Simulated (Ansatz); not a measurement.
# Quasi-harmonic thermodynamics of BP (F-43m), part 2 of 2

How much does BP expand with temperature?

What experiment has found for this phase:
- volume expansion coefficient 9.6 1e-6/K near room temperature (given in “Thermal expansion coefficients of high thermal conducting BAs and BP materials (three times its linear coefficient)”, 2019, arxiv:1906.04101)

Ansatz 0.2.0; DFT RPBE, scalar-relativistic, plane waves, PAW.

So far. Step 2 (A first coarse run): The start is under 4.1 GPa at this level and looks like an insulator or semiconductor on this mesh. Step 4 (Tight relaxation): The residual pressure is -2.2e-4 GPa, small enough for phonons. The relaxed cell has a = 4.575 Å (conventional setting).

### Step 5. Phonons on strained cells

Thermal expansion follows from how the free energy of the vibrations (and of the electrons in a metal) changes with strain, so the program makes strained cells, their phonons and a fit in one run.

input.yaml reads:

```yaml
crystal:
  lattice:
    - [0.0, 2.2874846914, 2.2874846914]
    - [2.2874846914, 0.0, 2.2874846914]
    - [2.2874846914, 2.2874846914, 0.0]
  atoms:
    - { symbol: B, position: [0.0, 0.0, 0.0] }
    - { symbol: P, position: [0.25, 0.25, 0.25] }
kpoints:
  mp_grid: { grid: [12, 12, 12] }
hamiltonian:
  xc: rpbe
scf:
  occupations: { method: fixed }
output:
  eigenvalues: true
phonons:
  method: dfpt
  qmesh: [4, 4, 4]
  temperatures: { t_max: 800.0, t_step: 50 }
  thermal_expansion: {}
```

Run with:

```console
$ ansatz run input.yaml --threads 4 --pin off --max-ram 8192MiB --backend cpu --events-out ev --progress --plain --runs-dir out
```

Numbers of over 12 decimals in the logs are rounded to 6 here.

What it wrote:

```text
Warning: phonons: the dynamical matrix that this run interpolates holds no multipole term above the dipole-dipole one, and a site of this crystal is no centre of inversion, so its interpolated transverse optical and acoustic branches and sound speeds can stay off near Gamma, and the density of states and the thermodynamics with them. What a run solves at a wave vector of phonons.qpoints, Gamma apart, where the deck admits one, is free of this, and under fd what a larger phonons.supercell samples
[...]
Crystal: 2 atoms, lattice volume = 23.939 Å³
Basis set: ecut = 487.2 eV, 561 PW (Γ), exchange–correlation on 48×48×48 points (8 copies of the dense FFT grid, shifted against one another)
Bands: 8, of which v1, the nominal top of the filled ones, is band 4 counted from 1 (3 counted from 0)
Symmetry: 24 space group operations
[...]
k-points: 72 of 1728 (time reversal used)
[...]
SCF iter   1: F=—  HF=-916.758125 eV  |F-HF|=—  |Δ(HF+E_count)|=         —  Δρ=2.68e-3  dr2=1.09e-3  ethr=1.77e-3  ⟨swp⟩=5.2  Hψ=4221  notcnv=0  defer=134
[...]
SCF iter   7: F=-916.758027 eV  HF=-916.758027 eV  |F-HF|=3.87e-12  |Δ(HF+E_count)|=  3.07e-10  Δρ=1.17e-7  dr2=2.22e-12  ethr=1.00e-12  ⟨swp⟩=9.2  Hψ=4453  notcnv=0
SCF 1 converged in 7 iterations: F = -916.758027 eV  dr2 = 2.22e-12
[...]
relax step   1: F+E_penalty+E_count = -916.75802741 eV  Δ(F+E_penalty+E_count) = +0.000e0 eV  max|allowed force component| = 3.423e-16 eV/Å  Δτ_max = 0.0000 Å  (7 SCF iters, accepted)
SCF converged after 7 iterations
Free energy (F): -916.758027 eV
[...]
Internal energy: -916.758027 eV  (E = F + TS)
E sigma→0 (E₀):  -916.758027 eV
Fermi energy:    9.029261 eV
[...]
--- Stress (GPa, compression-positive) ---
       -0.007761       0.000000      -0.000000
        0.000000      -0.007761       0.000000
       -0.000000       0.000000      -0.007761
  P = ⅓ Tr σ = -0.0078 GPa (-0.078 kbar)
--- Band table (eV; the first three rows and the last of 72) ---
[...]
── thermal expansion: 3 new cells, 3 in all ──
thermal expansion: relaxation of cell 2
thermal expansion: relaxation of cell 3
── thermal expansion: 2 new cells, 5 in all ──
thermal expansion: relaxation of cell 4
thermal expansion: lower-state search of cell 4
thermal expansion: phonons of cell 4
thermal expansion: relaxation of cell 5
thermal expansion: phonons of cell 5
── thermal expansion: 5 new cells, 10 in all ──
thermal expansion: relaxation of cell 6
thermal expansion: relaxation of cell 7
thermal expansion: relaxation of cell 8
thermal expansion: relaxation of cell 9
thermal expansion: relaxation of cell 10
thermal expansion: phonons of cell 6
thermal expansion: phonons of cell 7
--- Relaxed structure (1 steps of the walk, 1 accepted, 0 SCFs on fresh bases) ---
  F+E_penalty+E_count = -916.75802741 eV   max|allowed force component| = 3.423e-16 eV/Å
  atoms:
    - { symbol: B, position: [0.0, 0.0, 0.0] }
    - { symbol: P, position: [0.25, 0.25, 0.25] }
--- Thermal expansion: 10 cells in 3 rounds, 0 GPa ---
  no lower state was reached at cell 4
  without vibrations: a 3.23494, b 3.23494, c 3.23494 Å, V 23.9377 Å³, B 155.41 GPa
  at 0 K: a 3.24443, b 3.24443, c 3.24443 Å, V 24.1491 Å³, B 152.09 GPa
  zero-point expansion: a +0.294, b +0.294, c +0.294, V +0.883 %
      T/K        a/Å        b/Å        c/Å       V/Å³ | expansion of a, b, c, V (1e-6/K)   | that of V in the mean from 25 °C | C_P, C_V (J/mol K of the cell) | B_T, B_S (GPa)
     0.00    3.24443    3.24443    3.24443    24.1491 |    0.00    0.00    0.00    0.00 |    3.75 |     0.000     0.000 |   152.09   152.09
   100.00    3.24446    3.24446    3.24446    24.1498 |    0.37    0.37    0.37    1.10 |    5.50 |     6.112     6.112 |   152.05   152.05
   200.00    3.24480    3.24480    3.24480    24.1574 |    1.84    1.84    1.84    5.51 |    7.93 |    19.713    19.700 |   151.67   151.78
   298.15    3.24564    3.24564    3.24564    24.1762 |    3.39    3.39    3.39   10.16 |       - |    30.101    30.033 |   150.92   151.26
   350.00    3.24627    3.24627    3.24627    24.1901 |    4.01    4.01    4.01   12.04 |   11.13 |    33.988    33.877 |   150.42   150.92
   450.00    3.24772    3.24772    3.24772    24.2227 |    4.89    4.89    4.89   14.66 |   12.67 |    39.179    38.968 |   149.38   150.18
   550.00    3.24941    3.24941    3.24941    24.2604 |    5.46    5.46    5.46   16.37 |   13.84 |    42.416    42.097 |   148.26   149.38
   650.00    3.25125    3.25125    3.25125    24.3017 |    5.85    5.85    5.85   17.54 |   14.75 |    44.532    44.102 |   147.10   148.53
   750.00    3.25320    3.25320    3.25320    24.3454 |    6.13    6.13    6.13   18.40 |   15.49 |    45.988    45.445 |   145.91   147.66
   800.00    3.25421    3.25421    3.25421    24.3681 |    6.25    6.25    6.25   18.74 |   15.81 |    46.553    45.953 |   145.31   147.21
  the static fit leaves 0.000 meV an atom of the energies and, of the stresses, 0.000 GPa of each cell's largest along a strain (root mean squares over the cells), whose Pulay part it has at -0.015 GPa
  vibrations' free energy: its fit passes through its cells
  the electrons' free energy at temperature is not in it: every band gap is over 0.83 eV
  free energies summed between the sampled wave vectors
  estimated error of the fitted expansion in any direction: up to 0.029e-6/K, at 800 K, with few degrees of freedom (an estimate, not a bound: it was exceeded on models of known expansion)
  by sums over the sampled wave vectors an expansion of the volume parts by up to 0.35e-6/K
  by a static energy of one degree less an expansion of the volume parts by up to 0.00e-6/K
  band gaps on the cells' k-points are 1.253 to 1.356 eV
```

It took 5.7 min on 4 threads of Arm Neoverse V1, shared host; peak memory 1.3 GiB.

Numbers from this step:

| Property | Result |
| --- | --- |
| pressure | -0.007761 GPa |
| volume expansion coefficient at 298 K | 10.15 1e-6/K |
| C_P at 298 K | 15.05 J/mol-atom/K |
| entropy at 298 K | 10.30 J/mol-atom/K |
| isothermal bulk modulus at 298 K | 150.9 GPa |
| Grüneisen parameter at 298 K | 0.7430 |
| volume at 298 K | 12.09 Å³/atom |
| principal linear expansion coefficients at 298 K | 3.385, 3.385, 3.385 1e-6/K |

Strained cells of the study; zero-point energy where phonons were solved; the pressures are stresses at a fixed cutoff and can carry an offset from the finite basis. Expansion cells, by row:

```csv
cell,|a| (Å),|b| (Å),|c| (Å),V (Å³/atom),E - E_lowest (meV/atom),"pressure, compression positive (GPa)",gap (eV),zero-point energy (meV/atom)
1,3.235,3.235,3.235,11.97,0,-0.023,1.299,-
2,3.261,3.261,3.261,12.26,3.281,-3.569,1.336,-
3,3.209,3.209,3.209,11.69,3.351,3.866,1.262,-
4,3.235,3.235,3.235,11.97,0,-0.042,1.3,98.77
5,3.251,3.251,3.251,12.15,1.317,-2.299,1.323,97.25
6,3.244,3.244,3.244,12.07,0.4,-1.289,1.312,97.94
7,3.262,3.262,3.262,12.27,3.472,-3.667,1.337,96.3
8,3.203,3.203,3.203,11.62,5.232,4.879,1.253,-
9,3.219,3.219,3.219,11.79,1.28,2.349,1.276,-
10,3.275,3.275,3.275,12.42,7.718,-5.352,1.356,-
```

Quasi-harmonic; a, b, c are the run's own cell vectors. Expansion, by row:

```csv
T (K),a (Å),b (Å),c (Å),alpha (deg),beta (deg),gamma (deg),cell volume (Å³/cell),alpha_a (1e-6/K),alpha_b (1e-6/K),alpha_c (1e-6/K),alpha_V (1e-6/K),C_P (J/mol-atom/K),C_V (J/mol-atom/K),S (J/mol-atom/K),B_T (GPa),B_S (GPa),Grueneisen,extrapolation,fit error (1e-6/K)
0,3.244,3.244,3.244,60,60,60,24.15,0,0,0,0,0,0,0,152.1,152.1,-,0,0
50,3.244,3.244,3.244,60,60,60,24.15,0.05,0.05,0.05,0.14,0.402,0.402,0.112,152.1,152.1,0.391,0,0
100,3.244,3.244,3.244,60,60,60,24.15,0.37,0.37,0.37,1.1,3.056,3.056,1.094,152.1,152.1,0.399,0,0
150,3.245,3.245,3.245,60,60,60,24.15,1.01,1.01,1.01,3.02,6.522,6.52,2.985,151.9,151.9,0.511,0,0
200,3.245,3.245,3.245,60,60,60,24.16,1.84,1.84,1.84,5.51,9.857,9.85,5.326,151.7,151.8,0.618,0,0
250,3.245,3.245,3.245,60,60,60,24.17,2.68,2.68,2.68,8.03,12.76,12.74,7.847,151.3,151.5,0.694,0,0.01
298.1,3.246,3.246,3.246,60,60,60,24.18,3.39,3.39,3.39,10.16,15.05,15.02,10.3,150.9,151.3,0.743,0,0.01
300,3.246,3.246,3.246,60,60,60,24.18,3.41,3.41,3.41,10.23,15.13,15.09,10.39,150.9,151.2,0.744,0,0.01
350,3.246,3.246,3.246,60,60,60,24.19,4.01,4.01,4.01,12.04,16.99,16.94,12.87,150.4,150.9,0.779,0,0.01
400,3.247,3.247,3.247,60,60,60,24.21,4.5,4.5,4.5,13.49,18.45,18.37,15.24,149.9,150.6,0.802,0,0.01
450,3.248,3.248,3.248,60,60,60,24.22,4.89,4.89,4.89,14.66,19.59,19.48,17.48,149.4,150.2,0.82,0,0.01
500,3.249,3.249,3.249,60,60,60,24.24,5.2,5.2,5.2,15.6,20.49,20.36,19.59,148.8,149.8,0.832,0,0.01
550,3.249,3.249,3.249,60,60,60,24.26,5.46,5.46,5.46,16.37,21.21,21.05,21.58,148.3,149.4,0.842,0,0.01
600,3.25,3.25,3.25,60,60,60,24.28,5.67,5.67,5.67,17.01,21.79,21.6,23.45,147.7,149,0.85,0,0.01
650,3.251,3.251,3.251,60,60,60,24.3,5.85,5.85,5.85,17.54,22.27,22.05,25.21,147.1,148.5,0.856,0,0.01
700,3.252,3.252,3.252,60,60,60,24.32,6,6,6,18,22.66,22.42,26.88,146.5,148.1,0.862,0,0.01
750,3.253,3.253,3.253,60,60,60,24.35,6.13,6.13,6.13,18.4,22.99,22.72,28.45,145.9,147.7,0.866,0,0.02
800,3.254,3.254,3.254,60,60,60,24.37,6.25,6.25,6.25,18.74,23.28,22.98,29.95,145.3,147.2,0.87,0,0.03
```

The expansion coefficient by temperature; values in 1e-6/K:

```csv
temperature (K),volume,principal 1
0,0,0
50,0.14,0.05
100,1.1,0.37
150,3.02,1.01
200,5.51,1.84
250,8.03,2.68
298,10.2,3.39
300,10.2,3.41
350,12.0,4.01
400,13.5,4.5
450,14.7,4.89
500,15.6,5.2
550,16.4,5.46
600,17.0,5.67
650,17.5,5.85
700,18,6
750,18.4,6.13
800,18.7,6.25
```

At 298 K the volume expansion is 10.2 × 10⁻⁶/K and B_T is 151 GPa. The program raised the cutoff to 487.2 eV by itself: with no cutoff typed, the study takes about 1.16 times the default for its relaxations and scales it with the volume for the phonons.

### Step 6. Summary of results

```yaml
settings_of_these_figures: RPBE, 487.2 eV, k 12×12×12, q 4×4×4
volume_expansion_coefficient_at_298_k: 10.15 1e-6/K
c_p_at_298_k: 15.05 J/mol-atom/K
entropy_at_298_k: 10.30 J/mol-atom/K
isothermal_bulk_modulus_at_298_k: 150.9 GPa
grueneisen_parameter_at_298_k: 0.7430
volume_at_298_k: 12.09 Å³/atom
principal_linear_expansion_coefficients_at_298_k: 3.385, 3.385, 3.385 1e-6/K
```

In words: Near room temperature BP expands by 10.2 × 10⁻⁶/K in volume by RPBE, with C_P = 15.1 J/(mol K) per mole of atoms and B_T = 151 GPa. C_P at room temperature is 60 % of the classical 3R an atom, so the stiffest modes are still partly frozen out. A measured volume expansion coefficient near room temperature is 9.6 1e-6/K (arxiv:1906.04101); the calculated 10.2 1e-6/K differs by +6 %. The interpolation has no quadrupole term, so branches near the zone centre are less sure, since this crystal has sites that are not centres of inversion. The PAW files were made for PBE and are used here under another functional, for which the program regenerates the frozen cores.

[Logs are printed without paths, hosts, clocks, repeated set-up lines and the standing remarks that a program may print on its own settings, such as how far it seeks lower states.]

[Hosts, paths, dates, database ids (printed as entryN), source tags and the programs' standing remarks are cut or masked in the printed files.]

[A step with changed settings may run another functional than the one named; its input shows which.]
